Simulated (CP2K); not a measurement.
Two runs for the N K edge of 5-trifluoromethylpyrimidine. Run A: CP2K XAS_TDP, all-electron GAPW, PBEh(45%), aug-cc-pVDZ, TDA, no relativity. Run B differs in one setting.

First lines with a strength over 0.0015. A:

```
              atom  energy (eV)  states  strength, one atom
N7 (bonded to 2 C)       394.87       1              0.0506
                         400.76       1              0.0048
                         400.82       1              0.0018
                         401.55       1              0.0040
                         402.60       2              0.0146
```

B:

```
              atom  energy (eV)  states  strength, one atom
N7 (bonded to 2 C)       399.81       1              0.0500
                         405.70       1              0.0047
                         405.76       1              0.0018
                         406.49       1              0.0039
                         407.54       2              0.0145
```

Question: Which was it: GW2X switched on, scalar relativity switched on, the functional, the basis?

GW2X switched on. GW2X shifts an atom's lines together and keeps their spacings. Against PBEh(45%) in aug-cc-pVDZ, the leading line moves by +4.94 eV, to 399.81 eV.

[Banner, clock and machine lines of the logs are left out without a mark of their own.]

[Logs are printed without paths, hosts, clocks, repeated set-up lines and the standing remarks that a program may print on its own settings, such as how far it seeks lower states.]

[Hosts, paths, dates, database ids (printed as entryN), source tags and the programs' standing remarks are cut or masked in the printed files.]
